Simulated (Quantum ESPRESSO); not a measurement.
# Cobalt: parallel and opposed starts

Does Cobalt prefer parallel or opposed moments, or none?

Method: PBEsol; plane waves with GBRV 1.5 PBEsol potentials, no spin-orbit coupling, in Quantum ESPRESSO 7.5.

## 1. Set-up

The structure is hexagonal, space group P6_3/mmc (No. 194). Conventional cell: a = 2.507 Å, b = 2.507 Å, c = 4.070 Å, α = 90.00°, β = 90.00°, γ = 120.00°. Nearest to Co lie 12 Co at 2.50 to 2.51 Å.

The cell comes from the Crystallography Open Database.

## 2. Run 1 (ferro ++)

The signs are those of the starting moments on the seeded atoms, the atoms that are given a moment.

Input file pw.in:

```
&CONTROL
  calculation = 'scf'
  prefix = 'pwscf'
  outdir = './tmp'
  pseudo_dir = './pseudo'
  disk_io = 'nowf'
/
&SYSTEM
  ibrav = 0
  celldm(1) = 8
  nat = 2
  ntyp = 1
  ecutwfc = 40
  ecutrho = 280
  nbnd = 26
  occupations = 'smearing'
  smearing = 'fd'
  degauss = 0.00734986
  nspin = 2
  starting_magnetization(1) = 0.1176
/
&ELECTRONS
  conv_thr = 4d-09
  electron_maxstep = 150
  mixing_beta = 0.3
/
ATOMIC_SPECIES
Co     58.9332 co_pbesol_v1.2.uspp.F.UPF
CELL_PARAMETERS alat
   0.5922874106108    0.0000000000000    0.0000000000000
  -0.2961437053054    0.5129359439191    0.0000000000000
   0.0000000000000    0.0000000000000    0.9613745443268
ATOMIC_POSITIONS crystal
Co      0.3333333333    0.6666666667    0.2500000000
Co      0.6666666667    0.3333333333    0.7500000000
K_POINTS automatic
12 12 6 0 0 0
```

The run is started by

```bash
$ OMP_NUM_THREADS=1 mpirun -n 4 pw.x -nk 4 -in pw.in > pw.out
```

Output:

```text
Program PWSCF v.7.5 starts

     Message from routine setup:
     using ibrav=0 with symmetry is DISCOURAGED, use correct ibrav instead

     K-points division:     npool     =       4
     Subspace diagonalization in iterative solution of the eigenvalue problem:

     G-vector sticks info
     --------------------
     sticks:   dense  smooth     PW     G-vecs:    dense   smooth      PW
     Sum         433     253     85                11825     5191     989

     Using Slab Decomposition

     bravais-lattice index     =            0
     lattice parameter (alat)  =       8.0000  a.u.
     unit-cell volume          =     149.5403 (a.u.)^3
     number of atoms/cell      =            2
     number of atomic types    =            1
     number of electrons       =        34.00
     number of Kohn-Sham states=           26
     kinetic-energy cutoff     =      40.0000  Ry
     charge density cutoff     =     280.0000  Ry
     scf convergence threshold =      4.0E-09
     mixing beta               =       0.3000
     number of iterations used =            8  plain     mixing
     Exchange-correlation= SLA  PW   PSX  PSC
                           (   1   4  10   8   0   0   0)

     celldm(1)=   8.000000  celldm(2)=   0.000000  celldm(3)=   0.000000
     celldm(4)=   0.000000  celldm(5)=   0.000000  celldm(6)=   0.000000

     crystal axes: (cart. coord. in units of alat)
               a(1) = (   0.592287   0.000000   0.000000 )
               a(2) = (  -0.296144   0.512936   0.000000 )
               a(3) = (   0.000000   0.000000   0.961375 )

     reciprocal axes: (cart. coord. in units 2 pi/alat)
               b(1) = (  1.688370  0.974781 -0.000000 )
               b(2) = (  0.000000  1.949561  0.000000 )
               b(3) = (  0.000000 -0.000000  1.040177 )

     PseudoPot. # 1 for Co read from file:
     co_pbesol_v1.2.uspp.F.UPF
     Pseudo is Ultrasoft + core correction, Zval = 17.0
     Generated by new atomic code, or converted to UPF format
     Using radial grid of  863 points,  6 beta functions with:
                l(1) =   0
                l(2) =   0
                l(3) =   1
                l(4) =   1
                l(5) =   2
                l(6) =   2
     Q(r) pseudized with  8 coefficients,  rinner =    1.200   1.200   1.200
                                                       1.200   1.200

     atomic species   valence    mass     pseudopotential
     Co               17.00    58.93320     Co( 1.00)

     Starting magnetic structure
     atomic species   magnetization
     Co              0.118

     24 Sym. Ops., with inversion, found (12 have fractional translation)

   Cartesian axes

     site n.     atom                  positions (alat units)
         1        Co     tau(   1) = (  -0.0000000   0.3419573   0.2403436  )
         2        Co     tau(   2) = (   0.2961437   0.1709786   0.7210309  )

     number of k points=    76  Fermi-Dirac smearing, width (Ry)=  0.0073
                       cart. coord. in units 2pi/alat
        k(    1) = (   0.0000000   0.0000000   0.0000000), wk =   0.0011574
        k(    2) = (   0.0000000   0.0000000   0.1733629), wk =   0.0023148
        k(    3) = (   0.0000000   0.0000000   0.3467258), wk =   0.0023148
        k(    4) = (   0.0000000   0.0000000  -0.5200887), wk =   0.0011574
        k(    5) = (   0.0000000   0.1624634   0.0000000), wk =   0.0069444
        [... 71 further k-points ...]

     Dense  grid:    11825 G-vectors     FFT dimensions: (  25,  25,  48)

     Smooth grid:     5191 G-vectors     FFT dimensions: (  20,  20,  32)

     Check: negative core charge=   -0.000055
     Generating pointlists ...
     new r_m :   0.2433 (alat units)  1.9467 (a.u.) for type    1

     Initial potential from superposition of free atoms

     starting charge      32.0000, renormalised to      34.0000
     Starting wfcs are   26 randomized atomic wfcs

     Self-consistent Calculation

     iteration #  1     ecut=    40.00 Ry     beta= 0.30
     Davidson diagonalization with overlap
     ethr =  1.00E-02,  avg # of iterations =  4.7

     total energy              =    -593.28097820 Ry
     estimated scf accuracy    <      14.95644838 Ry

     total magnetization       =     2.13 Bohr mag/cell
     absolute magnetization    =     2.18 Bohr mag/cell

     iteration #  2     ecut=    40.00 Ry     beta= 0.30
     Davidson diagonalization with overlap
     ethr =  1.00E-02,  avg # of iterations =  2.4

     total energy              =    -596.42047040 Ry
     estimated scf accuracy    <       0.67831037 Ry

     total magnetization       =     3.11 Bohr mag/cell
     absolute magnetization    =     3.27 Bohr mag/cell

     iteration #  3     ecut=    40.00 Ry     beta= 0.30
     Davidson diagonalization with overlap
     ethr =  2.00E-03,  avg # of iterations =  1.4

     total energy              =    -596.54148657 Ry
     estimated scf accuracy    <       0.01004804 Ry

     total magnetization       =     3.32 Bohr mag/cell
     absolute magnetization    =     3.50 Bohr mag/cell

     [... further iterations left out ...]

     iteration #  8     ecut=    40.00 Ry     beta= 0.30
     Davidson diagonalization with overlap
     ethr =  5.38E-08,  avg # of iterations =  1.7

     total energy              =    -596.54385679 Ry
     estimated scf accuracy    <       0.00000347 Ry

     total magnetization       =     3.39 Bohr mag/cell
     absolute magnetization    =     3.71 Bohr mag/cell

     iteration #  9     ecut=    40.00 Ry     beta= 0.30
     Davidson diagonalization with overlap
     ethr =  1.02E-08,  avg # of iterations =  2.0

     total energy              =    -596.54385831 Ry
     estimated scf accuracy    <       0.00000016 Ry

     total magnetization       =     3.39 Bohr mag/cell
     absolute magnetization    =     3.72 Bohr mag/cell

     iteration # 10     ecut=    40.00 Ry     beta= 0.30
     Davidson diagonalization with overlap
     ethr =  4.76E-10,  avg # of iterations =  2.0

     total energy              =    -596.54385840 Ry
     estimated scf accuracy    <       0.00000004 Ry

     total magnetization       =     3.39 Bohr mag/cell
     absolute magnetization    =     3.72 Bohr mag/cell

     iteration # 11     ecut=    40.00 Ry     beta= 0.30
     Davidson diagonalization with overlap
     ethr =  1.18E-10,  avg # of iterations =  1.2

     Magnetic moment per site  (integrated on atomic sphere of radius R)
     atom   1 (R=0.243)  charge= 15.6050  magn=  1.7708
     atom   2 (R=0.243)  charge= 15.6050  magn=  1.7708

     End of self-consistent calculation

     Number of k-points >= 100: set verbosity='high' to print the bands.

     the Fermi energy is    17.8529 ev

!    total energy              =    -596.54385843 Ry
     estimated scf accuracy    <          3.4E-09 Ry
     smearing contrib. (-TS)   =      -0.00447944 Ry
     internal energy E=F+TS    =    -596.53937899 Ry

     The total energy is F=E-TS. E is the sum of the following terms:
     one-electron contribution =    -313.41332660 Ry
     hartree contribution      =     177.78429097 Ry
     xc contribution           =     -64.65898331 Ry
     ewald contribution        =    -396.25136006 Ry

     total magnetization       =     3.39 Bohr mag/cell
     absolute magnetization    =     3.72 Bohr mag/cell

     convergence has been achieved in  11 iterations

=------------------------------------------------------------------------------=
   JOB DONE.
=------------------------------------------------------------------------------=
```

Elapsed: 6.8 s, on 4 MPI ranks of Arm Neoverse V2, shared host; peak memory 0.27 GiB; 27 s of CPU time.

Spin moment in the atom's sphere by atom:

| atom | spin moment in the atom's sphere (μB) |
| --- | --- |
| Co1 | 1.77 |
| Co2 | 1.77 |

This step gave:

| Property | Result |
| --- | --- |
| smearing term TS | 0.06095 eV |
| magnetization | 3.392 μB |
| absolute magnetization | 3.719 μB |
| final state | ferromagnetic |

## 3. Run 2 (antiferro +−)

Changes to pw.in since step 2:

```diff
@@ -11,6 +11,6 @@
   nat = 2
-  ntyp = 1
+  ntyp = 2
   ecutwfc = 40
   ecutrho = 280
-  nbnd = 26
+  nbnd = 24
   occupations = 'smearing'
@@ -20,2 +20,3 @@
   starting_magnetization(1) = 0.1176
+  starting_magnetization(2) = -0.1176
 /
@@ -27,3 +28,4 @@
 ATOMIC_SPECIES
-Co     58.9332 co_pbesol_v1.2.uspp.F.UPF
+Co1    58.9332 co_pbesol_v1.2.uspp.F.UPF
+Co2    58.9332 co_pbesol_v1.2.uspp.F.UPF
 CELL_PARAMETERS alat
@@ -33,4 +35,4 @@
 ATOMIC_POSITIONS crystal
-Co      0.3333333333    0.6666666667    0.2500000000
-Co      0.6666666667    0.3333333333    0.7500000000
+Co1     0.3333333333    0.6666666667    0.2500000000
+Co2     0.6666666667    0.3333333333    0.7500000000
 K_POINTS automatic
```

Output:

```text
[banner, memory and clock lines left out]
Program PWSCF v.7.5 starts

     Message from routine setup:
     using ibrav=0 with symmetry is DISCOURAGED, use correct ibrav instead

     bravais-lattice index     =            0
     lattice parameter (alat)  =       8.0000  a.u.
     unit-cell volume          =     149.5403 (a.u.)^3
     number of atoms/cell      =            2
     number of atomic types    =            2
     number of electrons       =        34.00
     number of Kohn-Sham states=           24
     kinetic-energy cutoff     =      40.0000  Ry
     charge density cutoff     =     280.0000  Ry
     scf convergence threshold =      4.0E-09
     mixing beta               =       0.3000
     number of iterations used =            8  plain     mixing
     Exchange-correlation= SLA  PW   PSX  PSC
                           (   1   4  10   8   0   0   0)

     celldm(1)=   8.000000  celldm(2)=   0.000000  celldm(3)=   0.000000
     celldm(4)=   0.000000  celldm(5)=   0.000000  celldm(6)=   0.000000

     crystal axes: (cart. coord. in units of alat)
               a(1) = (   0.592287   0.000000   0.000000 )
               a(2) = (  -0.296144   0.512936   0.000000 )
               a(3) = (   0.000000   0.000000   0.961375 )

     reciprocal axes: (cart. coord. in units 2 pi/alat)
               b(1) = (  1.688370  0.974781 -0.000000 )
               b(2) = (  0.000000  1.949561  0.000000 )
               b(3) = (  0.000000 -0.000000  1.040177 )

     PseudoPot. # 1 for Co read from file:
     co_pbesol_v1.2.uspp.F.UPF
     Pseudo is Ultrasoft + core correction, Zval = 17.0

     PseudoPot. # 2 for Co read from file:
     co_pbesol_v1.2.uspp.F.UPF
     Pseudo is Ultrasoft + core correction, Zval = 17.0

     atomic species   valence    mass     pseudopotential
     Co1              17.00    58.93320     Co( 1.00)
     Co2              17.00    58.93320     Co( 1.00)

     Starting magnetic structure
     atomic species   magnetization
     Co1             0.118
     Co2            -0.118

     12 Sym. Ops. (no inversion) found ( 6 have fractional translation)

   Cartesian axes

     site n.     atom                  positions (alat units)
         1        Co1    tau(   1) = (  -0.0000000   0.3419573   0.2403436  )
         2        Co2    tau(   2) = (   0.2961437   0.1709786   0.7210309  )

     number of k points=    76  Fermi-Dirac smearing, width (Ry)=  0.0073
                       cart. coord. in units 2pi/alat
        k(    1) = (   0.0000000   0.0000000   0.0000000), wk =   0.0011574
        k(    2) = (   0.0000000   0.0000000   0.1733629), wk =   0.0023148
        k(    3) = (   0.0000000   0.0000000   0.3467258), wk =   0.0023148
        k(    4) = (   0.0000000   0.0000000  -0.5200887), wk =   0.0011574
        k(    5) = (   0.0000000   0.1624634   0.0000000), wk =   0.0069444
        [... 71 further k-points ...]

     Dense  grid:    11825 G-vectors     FFT dimensions: (  25,  25,  48)

     Smooth grid:     5191 G-vectors     FFT dimensions: (  20,  20,  32)

     Check: negative core charge=   -0.000055
     Generating pointlists ...
     new r_m :   0.2433 (alat units)  1.9467 (a.u.) for type    1
     new r_m :   0.2433 (alat units)  1.9467 (a.u.) for type    2

     Initial potential from superposition of free atoms

     starting charge      32.0000, renormalised to      34.0000
     Starting wfcs are   26 randomized atomic wfcs

     Self-consistent Calculation

     iteration #  1     ecut=    40.00 Ry     beta= 0.30
     Davidson diagonalization with overlap
     ethr =  1.00E-02,  avg # of iterations =  3.6

     total energy              =    -593.36608879 Ry
     estimated scf accuracy    <      14.75678308 Ry

     total magnetization       =     0.00 Bohr mag/cell
     absolute magnetization    =     2.04 Bohr mag/cell

     iteration #  2     ecut=    40.00 Ry     beta= 0.30
     Davidson diagonalization with overlap
     ethr =  1.00E-02,  avg # of iterations =  2.6

     total energy              =    -596.40176481 Ry
     estimated scf accuracy    <       0.58853029 Ry

     total magnetization       =     0.00 Bohr mag/cell
     absolute magnetization    =     2.84 Bohr mag/cell

     [... further iterations left out ...]

     iteration # 15     ecut=    40.00 Ry     beta= 0.30
     Davidson diagonalization with overlap
     ethr =  1.61E-11,  avg # of iterations =  2.0

     total energy              =    -596.50874453 Ry
     estimated scf accuracy    <          4.9E-09 Ry

     total magnetization       =    -0.00 Bohr mag/cell
     absolute magnetization    =     2.35 Bohr mag/cell

     iteration # 16     ecut=    40.00 Ry     beta= 0.30
     Davidson diagonalization with overlap
     ethr =  1.44E-11,  avg # of iterations =  1.0

     Magnetic moment per site  (integrated on atomic sphere of radius R)
     atom   1 (R=0.243)  charge= 15.6076  magn=  1.1458
     atom   2 (R=0.243)  charge= 15.6076  magn= -1.1469

     End of self-consistent calculation

     Number of k-points >= 100: set verbosity='high' to print the bands.

     the Fermi energy is    17.8371 ev

!    total energy              =    -596.50874453 Ry
     estimated scf accuracy    <          2.6E-09 Ry
     smearing contrib. (-TS)   =      -0.01158004 Ry
     internal energy E=F+TS    =    -596.49716449 Ry

     The total energy is F=E-TS. E is the sum of the following terms:
     one-electron contribution =    -313.38553028 Ry
     hartree contribution      =     177.69639949 Ry
     xc contribution           =     -64.55667363 Ry
     ewald contribution        =    -396.25136006 Ry

     total magnetization       =    -0.00 Bohr mag/cell
     absolute magnetization    =     2.35 Bohr mag/cell

     convergence has been achieved in  16 iterations
```

The job ended after 8.7 s (4 MPI ranks; peak memory 0.27 GiB; 34 s of CPU time).

Spin moment in the atom's sphere by atom:

```
atom  spin moment in the atom's sphere (μB)
 Co1                                   1.15
 Co2                                  -1.15
```

Numbers from this step:

* smearing term TS: 0.1576 eV
* magnetization: 0 μB
* absolute magnetization: 2.346 μB
* final state: antiferromagnetic

## 4. Start 3: antiferro q=(0,1/2,0) +−+−

This order needs a doubled cell of 4 atoms. The wavevector q is in fractions of the reciprocal vectors of the crystal's primitive cell, as the cells of these inputs are built from it; moments change sign between cells as cos(2π q·R).

Input file pw.in:

```
&CONTROL
  calculation = 'scf'
  prefix = 'pwscf'
  outdir = './tmp'
  pseudo_dir = './pseudo'
  disk_io = 'nowf'
/
&SYSTEM
  ibrav = 0
  celldm(1) = 8
  nat = 4
  ntyp = 2
  ecutwfc = 40
  ecutrho = 280
  nbnd = 44
  occupations = 'smearing'
  smearing = 'fd'
  degauss = 0.00734986
  nspin = 2
  starting_magnetization(1) = 0.1176
  starting_magnetization(2) = -0.1176
/
&ELECTRONS
  conv_thr = 8d-09
  electron_maxstep = 150
  mixing_beta = 0.3
/
ATOMIC_SPECIES
Co1    58.9332 co_pbesol_v1.2.uspp.F.UPF
Co2    58.9332 co_pbesol_v1.2.uspp.F.UPF
CELL_PARAMETERS alat
   0.5922874106108    0.0000000000000    0.0000000000000
  -0.5922874106108    1.0258718878382    0.0000000000000
   0.0000000000000    0.0000000000000    0.9613745443268
ATOMIC_POSITIONS crystal
Co1     0.3333333333    0.3333333334    0.2500000000
Co2     0.3333333333    0.8333333333    0.2500000000
Co1     0.6666666667    0.1666666666    0.7500000000
Co2     0.6666666667    0.6666666666    0.7500000000
K_POINTS automatic
12 6 6 0 0 0
```

Output:

```text
     [... lines left out ...]
Program PWSCF v.7.5 starts
     [... lines left out ...]
     number of atoms/cell      =            4
     [... lines left out ...]
     number of electrons       =        68.00
     number of Kohn-Sham states=           44
     kinetic-energy cutoff     =      40.0000  Ry
     charge density cutoff     =     280.0000  Ry
     scf convergence threshold =      8.0E-09
     [... lines left out ...]
      8 Sym. Ops., with inversion, found ( 6 have fractional translation)
     [... lines left out ...]
     number of k points=   100  Fermi-Dirac smearing, width (Ry)=  0.0073
     [... lines left out ...]
     iteration # 14     ecut=    40.00 Ry     beta= 0.30
     [... lines left out ...]
     Magnetic moment per site  (integrated on atomic sphere of radius R)
     atom   1 (R=0.243)  charge= 15.6064  magn=  1.2956
     atom   2 (R=0.243)  charge= 15.6064  magn= -1.2952
     atom   3 (R=0.243)  charge= 15.6064  magn=  1.2956
     atom   4 (R=0.243)  charge= 15.6064  magn= -1.2952
     [... lines left out ...]
     the Fermi energy is    17.8421 ev
!    total energy              =   -1193.02647173 Ry
     estimated scf accuracy    <          1.4E-09 Ry
     smearing contrib. (-TS)   =      -0.01976254 Ry
     [... lines left out ...]
     total magnetization       =     0.00 Bohr mag/cell
     absolute magnetization    =     5.32 Bohr mag/cell
     convergence has been achieved in  14 iterations
```

The job ended after 44 s (4 MPI ranks; peak memory 0.48 GiB; 2.9 min of CPU time).

Spin moment in the atom's sphere by atom:

```csv
atom,spin moment in the atom's sphere (μB)
Co1,1.30
Co2,-1.30
Co3,1.30
Co4,-1.30
```

This step gave:

```yaml
smearing_term_ts: 0.2689 eV
magnetization: 0 μB
absolute_magnetization: 5.317 μB
final_state: antiferromagnetic
```

## 5. Run 4, typed as no spin polarisation

Input file pw.in:

```
&CONTROL
  calculation = 'scf'
  prefix = 'pwscf'
  outdir = './tmp'
  pseudo_dir = './pseudo'
  disk_io = 'nowf'
/
&SYSTEM
  ibrav = 0
  celldm(1) = 8
  nat = 2
  ntyp = 1
  ecutwfc = 40
  ecutrho = 280
  nbnd = 24
  occupations = 'smearing'
  smearing = 'fd'
  degauss = 0.00734986
/
&ELECTRONS
  conv_thr = 4d-09
  electron_maxstep = 150
  mixing_beta = 0.3
/
ATOMIC_SPECIES
Co     58.9332 co_pbesol_v1.2.uspp.F.UPF
CELL_PARAMETERS alat
   0.5922874106108    0.0000000000000    0.0000000000000
  -0.2961437053054    0.5129359439191    0.0000000000000
   0.0000000000000    0.0000000000000    0.9613745443268
ATOMIC_POSITIONS crystal
Co      0.3333333333    0.6666666667    0.2500000000
Co      0.6666666667    0.3333333333    0.7500000000
K_POINTS automatic
12 12 6 0 0 0
```

Output:

```text
     [... lines left out ...]
Program PWSCF v.7.5 starts
     [... lines left out ...]
     number of atoms/cell      =            2
     [... lines left out ...]
     number of electrons       =        34.00
     number of Kohn-Sham states=           24
     kinetic-energy cutoff     =      40.0000  Ry
     charge density cutoff     =     280.0000  Ry
     scf convergence threshold =      4.0E-09
     [... lines left out ...]
     24 Sym. Ops., with inversion, found (12 have fractional translation)
     [... lines left out ...]
     number of k points=    76  Fermi-Dirac smearing, width (Ry)=  0.0073
     [... lines left out ...]
     iteration # 10     ecut=    40.00 Ry     beta= 0.30
     [... lines left out ...]
     the Fermi energy is    17.7119 ev
!    total energy              =    -596.50543579 Ry
     estimated scf accuracy    <          1.9E-09 Ry
     smearing contrib. (-TS)   =      -0.01406783 Ry
     [... lines left out ...]
     convergence has been achieved in  10 iterations
```

Elapsed: 3.4 s, on 4 MPI ranks; peak memory 0.24 GiB; 13 s of CPU time.

This step gave:

```yaml
smearing_term_ts: 0.1914 eV
final_state: non-magnetic (no spin polarisation)
```

(Part 1 of 2 ends here.)

[Logs and program files are shortened in this print: banners, set-up blocks, solver, clock and traceback lines can be left out without a mark of their own.]

[Logs are printed without paths, hosts, clocks, repeated set-up lines and the standing remarks that a program may print on its own settings, such as how far it seeks lower states.]

[Hosts, paths, dates, database ids (printed as entryN), source tags and the programs' standing remarks are cut or masked in the printed files.]

[Where a cell is said to come from a database of computed structures, the database is the Materials Project.]
